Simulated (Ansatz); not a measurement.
# A sinusoid for the slip curve: generalised stacking fault on (110) of Ta

The cell holds 12 atoms: 12 Ta. Its edges and angles: a = 2.875 Å, b = 2.875 Å, c = 28.171 Å, α = 90.0°, β = 90.0°, γ = 109.5°. It derives from Ta. 48 atoms of Ta, stacked on (1 1 0); one fault a cell: the periodic image above is shifted rigidly by 0.000 Å along the in-plane vector of length 2.875 Å (1/2<111>); atoms relaxed along the normal alone with the MACE-MP-0b2 potential. Lattice constants are starting values near those of PBE. Folded to one surface cell (a quarter of the atoms).

Calculated with Ansatz 0.2.0: Kohn-Sham DFT, PBEsol, PAW (set soft_2), plane waves; cutoff 420 eV, k-mesh 10×10×1, fermi-dirac smearing of 0.1 eV. The cell described is the unshifted one. Its image above is shifted by x, atoms are relaxed along the normal alone (with PBE), and the energy is counted from the unshifted cell over the area of the fault.

| slip x (Å) | fault energy (mJ/m²) |
| --- | --- |
| 0.000 | 0 |
| 0.240 | 79.53 |
| 0.479 | 249.6 |
| 0.719 | ? |
| 0.958 | 578.5 |
| 1.198 | 662.9 |
| 1.438 | 684.7 |
| 1.677 | 653.8 |
| 1.917 | 563.5 |
| 2.156 | 412.7 |
| 2.396 | 230.5 |
| 2.636 | 60.12 |

**Question.** Fit a squared sine to the rows given and interpolate to the withheld row.

**Working.**

The simplest curve with the period of the slip vector, p = 2.875 Å, is γ = γ0 sin²(πx/p), a line through the origin in u = sin²(πx/p).

| u | v (mJ/m²) |
| --- | --- |
| 0.0672151 | 79.5323 |
| 0.249842 | 249.645 |
| 0.749684 | 578.534 |
| 0.933058 | 662.871 |
| 1.000000 | 684.666 |
| 0.933058 | 653.795 |
| 0.749684 | 563.517 |
| 0.500273 | 412.679 |
| 0.249842 | 230.459 |
| 0.0666689 | 60.1247 |

For a line through the origin, slope = Σuv / Σu² = 3105.1 / 4.2493 = 730.7.

At x = 0.719 Å, u = 0.5003.

Prediction at 0.719: 365.6 mJ/m². The run gave 430.6 mJ/m², so the fit is low by 65 mJ/m² (15 % of the value).

So γ0 = 730.7 mJ/m², and the steepest slope of the fitted curve, πγ0/p, is 7.98 GPa. The row at 2.156 Å, its mirror image about half the vector, holds 412.7 mJ/m². Among the rows given, the largest miss of the fit is at 0.479, by 67 mJ/m² (9.8 % of the range of the table).

Limits: Rigid slip in the plane; the cell's length along the normal is held. The cell and its k-mesh tilt with the slip, which can add an error that grows with it.

[Hosts, paths, dates, database ids (printed as entryN), source tags and the programs' standing remarks are cut or masked in the printed files.]
